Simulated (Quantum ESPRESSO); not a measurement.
# SrO (Fm-3m): the LO frequency by hand

How high does the longitudinal optical mode of SrO (Fm-3m) lie, given the transverse one, the Born charge and ε∞?

Method: DFT PBE, scalar-relativistic, plane waves, PseudoDojo norm-conserving pseudopotentials, in Quantum ESPRESSO 7.5.

The database entry behind the starting cell differs from later determinations by our own check (about 0.5 % short), so it need not match the best structure at ambient conditions.

## 1. The relaxed structure

The structure is cubic, space group Fm-3m (No. 225). Conventional cell: a = 5.191 Å, b = 5.191 Å, c = 5.191 Å, α = 90.00°, β = 90.00°, γ = 90.00°. Nearest to Sr lie 6 O at 2.60 Å. O has 6 Sr at 2.60 Å nearest. Farther neighbours and most contacts between anions are not listed.

Structure file:

```cif
data_structure
_symmetry_space_group_name_H-M 'Fm-3m'
_symmetry_Int_Tables_number 225
_cell_length_a 5.1912
_cell_length_b 5.1912
_cell_length_c 5.1912
_cell_angle_alpha 90.000
_cell_angle_beta 90.000
_cell_angle_gamma 90.000
_cell_volume 139.90
loop_
_atom_site_label
_atom_site_type_symbol
_atom_site_symmetry_multiplicity
_atom_site_Wyckoff_symbol
_atom_site_fract_x
_atom_site_fract_y
_atom_site_fract_z
_atom_site_occupancy
Sr1 Sr 4 b 0.00000 0.50000 0.00000 1
O1 O 4 a 0.00000 0.00000 0.00000 1
```

This is the cell after its relaxation at this level of theory, not the database cell from which that began.

## 2. What the response run gave

A linear-response run on the relaxed cell, with the response to an electric field; only its zone-centre results are used. Cutoff 92 Ry, k mesh 8×8×8.

The program printed:

```text
[banners, grids, parts of the stress and lines that vanish by symmetry left out]
Program PHONON v.7.5
     Reading xml data from directory:

[...]
Exchange-correlation= PBE
                           (   1   4   3   4   0   0   0)
[...]
(   8 q-points):
[...]
kinetic-energy cut-off    =      92.0000  Ry
     charge density cut-off    =     368.0000  Ry
     convergence threshold     =      1.0E-18
[...]
Exchange-correlation= PBE
                           (   1   4   3   4   0   0   0)
[...]
q = (   0.0000000   0.0000000   0.0000000 )
     49 Sym.Ops. (with q -> -q+G )
     G cutoff =  448.5293  (  27989 G-vectors)     FFT grid: ( 45, 45, 45)
     number of k points=    29
[...]
Mode symmetry, O_h (m-3m)  point group:
[...]
Dielectric constant
[...]
End of electric fields calculation
          Dielectric constant in cartesian axis
          (       3.772993617      -0.000000000      -0.000000000 )
          (       0.000000000       3.772993617       0.000000000 )
          (      -0.000000000       0.000000000       3.772993617 )
          Effective charges (d Force / dE) in cartesian axis without acoustic sum rule applied (asr)
           atom    1  Sr    Mean Z*:        2.43776
      Ex  (        2.43776       -0.00000        0.00000 )
      Ey  (        0.00000        2.43776       -0.00000 )
      Ez  (        0.00000       -0.00000        2.43776 )
           atom    2  O     Mean Z*:       -2.43794
      Ex  (       -2.43794        0.00000        0.00000 )
      Ey  (        0.00000       -2.43794       -0.00000 )
      Ez  (        0.00000       -0.00000       -2.43794 )
          Effective charges Sum: Mean:       -0.00018
[...]
Effective charges (d Force / dE) in cartesian axis with asr applied:
           atom    1  Sr    Mean Z*:        2.43785
[...]
atom    2  O     Mean Z*:       -2.43785
[...]
Representation #   1 modes #   1   2   3
[...]
End of self-consistent calculation
     Convergence has been achieved
     Representation #   2 modes #   4   5   6
[...]
End of self-consistent calculation
     Convergence has been achieved
[...]
Dielectric constant in cartesian axis
          (       3.772993617      -0.000000000      -0.000000000 )
          (       0.000000000       3.772993617       0.000000000 )
          (      -0.000000000       0.000000000       3.772993617 )
          Effective charges (d Force / dE) in cartesian axis without acoustic sum rule applied (asr)
           atom    1  Sr    Mean Z*:        2.43776
[...]
Mode symmetry, C_s (m)     point group:
[...]
q = (    0.530330086  -0.176776695   0.530330086 )
[...]
Mode symmetry, C_s (m)     point group:
     freq (   1-   1) =        111.9  [cm-1]   --> A''
     freq (   2-   2) =        132.0  [cm-1]   --> A'
     freq (   3-   3) =        186.4  [cm-1]   --> A'
     freq (   4-   4) =        241.2  [cm-1]   --> A''
     freq (   5-   5) =        266.4  [cm-1]   --> A'
     freq (   6-   6) =        358.1  [cm-1]   --> A'
[...]
Mode symmetry, C_2v (mm2)  point group:
[...]
q = (    0.353553391   0.000000000   0.353553391 )
[...]
Mode symmetry, C_2v (mm2)  point group:
     freq (   1-   1) =         97.6  [cm-1]   --> B_1  D_3  S_3
     freq (   2-   2) =        132.9  [cm-1]   --> B_2  D_4  S_4
     freq (   3-   3) =        181.0  [cm-1]   --> A_1  D_1  S_1
     freq (   4-   4) =        247.6  [cm-1]   --> B_2  D_4  S_4
     freq (   5-   5) =        254.2  [cm-1]   --> B_1  D_3  S_3
     freq (   6-   6) =        392.4  [cm-1]   --> A_1  D_1  S_1
[...]
Mode symmetry, D_4h(4/mmm) point group:
[...]
Convergence has been achieved
[...]
Convergence has been achieved
[...]
Convergence has been achieved
[...]
Convergence has been achieved
[...]
q = (    0.000000000  -0.707106781   0.000000000 )
[...]
freq (    5) =       6.685507 [THz] =     223.004521 [cm-1]
     freq (    6) =       9.177409 [THz] =     306.125400 [cm-1]
[...]
Mode symmetry, D_4h(4/mmm) point group:
     freq (   1-   2) =        122.6  [cm-1]   --> E_u  X_5' M_5'
     freq (   3-   3) =        177.6  [cm-1]   --> A_2u X_4' M_4'
     freq (   4-   5) =        223.0  [cm-1]   --> E_u  X_5' M_5'
     freq (   6-   6) =        306.1  [cm-1]   --> A_2u X_4' M_4'
[...]
Mode symmetry, D_2d (-42m) point group:
[...]
Representation #   1 mode #   1
[...]
Convergence has been achieved
     Representation #   2 mode #   2
[...]
Convergence has been achieved
     Representation #   3 modes #   3   4
[...]
End of self-consistent calculation
     Convergence has been achieved
     Representation #   4 modes #   5   6
[...]
End of self-consistent calculation
     Convergence has been achieved
[...]
q = (   -0.353553391  -0.707106781   0.000000000 )
[...]
freq (    1) =       4.188201 [THz] =     139.703353 [cm-1]
     freq (    2) =       4.728326 [THz] =     157.719989 [cm-1]
     freq (    3) =       4.728326 [THz] =     157.719989 [cm-1]
     freq (    4) =       8.134682 [THz] =     271.343784 [cm-1]
     freq (    5) =       8.134682 [THz] =     271.343784 [cm-1]
     freq (    6) =       9.115275 [THz] =     304.052842 [cm-1]
[...]
Mode symmetry, D_2d (-42m) point group:
     freq (   1-   1) =        139.7  [cm-1]   --> A_1  X_1  W_1
     freq (   2-   3) =        157.7  [cm-1]   --> E    X_5  W_3
     freq (   4-   5) =        271.3  [cm-1]   --> E    X_5  W_3
     freq (   6-   6) =        304.1  [cm-1]   --> B_2  X_3  W_2

   JOB DONE.
```

```csv
quantity,value
cell volume Ω (Å³),34.974
mass of Sr (u),87.620
mass of O (u),15.999
"Born charge of Sr, raw (e)",2.438
"Born charge of O, raw (e)",-2.438
ε∞,3.773
ω(TO) after the sum rule (cm⁻¹),190.0
```

## 3. The calculation

The charges must sum to zero over the cell; taking off their mean, 0.000 e, leaves Z* = 2.438 e on Sr. In the polar mode Sr moves against O, so the reduced mass is μ = 87.62 × 16.00 / 103.62 = 13.529 u.

A longitudinal wave builds up a field that adds to the restoring force: ω(LO)² = ω(TO)² + 4π Z*² / (μ Ω ε∞), in Hartree atomic units. With μ = 24661 electron masses and Ω = 236.01 bohr³ the second term is 3.4008e-06 Ha², or 163814 cm⁻² (1 Ha = 219474.6 cm⁻¹).

So ω(LO) = √(36096 + 163814) = 447.1 cm⁻¹, and by the Lyddane-Sachs-Teller relation ε₀ = ε∞ (ω(LO)/ω(TO))² = 20.90.

## 4. Check against the program

The analysis program adds the same non-analytic term to the full matrix, here for q along (1 0 0).

The program printed:

```text
[banner, memory and clock lines left out]
Program DYNMAT v.7.5

     Reading Dynamical Matrix from file x.dyn1
     ...Force constants read
     ...epsilon and Z* read

     Polarizability (A^3 units)
     multiply by 0.519661 for Clausius-Mossotti correction
         7.717587    0.000000   -0.000000
        -0.000000    7.717587    0.000000
        -0.000000    0.000000    7.717587

     IR activities are in (D/A)^2/amu units

# mode   [cm-1]    [THz]      IR
    1      0.00    0.0000    0.0000
    2      0.00    0.0000    0.0000
    3      0.00    0.0000    0.0000
    4    189.99    5.6956   10.1351
    5    189.99    5.6956   10.1351
    6    447.11   13.4041   10.1351
```

ε₀ comes from the program's run without a direction of q.

```csv
quantity,by hand,program
ω(LO) (cm⁻¹),447.1,447.1
ε₀,20.90,20.90
```

## 5. Summary of results

| Quantity | Value |
| --- | --- |
| TO mode | 190.0 cm⁻¹ |
| LO mode | 447.1 cm⁻¹ |
| static dielectric constant | 20.90 |

**Reading.** The LO mode of SrO (Fm-3m) lies at 447 cm⁻¹, 257 cm⁻¹ above the TO mode; the formula meets the program within 0.1 cm⁻¹, as it must for a cubic crystal with one polar mode. ω(LO)² − ω(TO)² goes with Z*²/ε∞: an error of 5 % in ε∞ would move the LO mode by 8.8 cm⁻¹, and semilocal functionals tend to overestimate ε∞. These are harmonic values at zero temperature, at the volume of this functional, for the structure held cubic; stability elsewhere in the zone is no part of this calculation.

[Host names and launcher messages were left out of these logs when they were recorded.]

[Logs are printed without paths, hosts, clocks, repeated set-up lines and the standing remarks that a program may print on its own settings, such as how far it seeks lower states.]

[Hosts, paths, dates, database ids (printed as entryN), source tags and the programs' standing remarks are cut or masked in the printed files.]
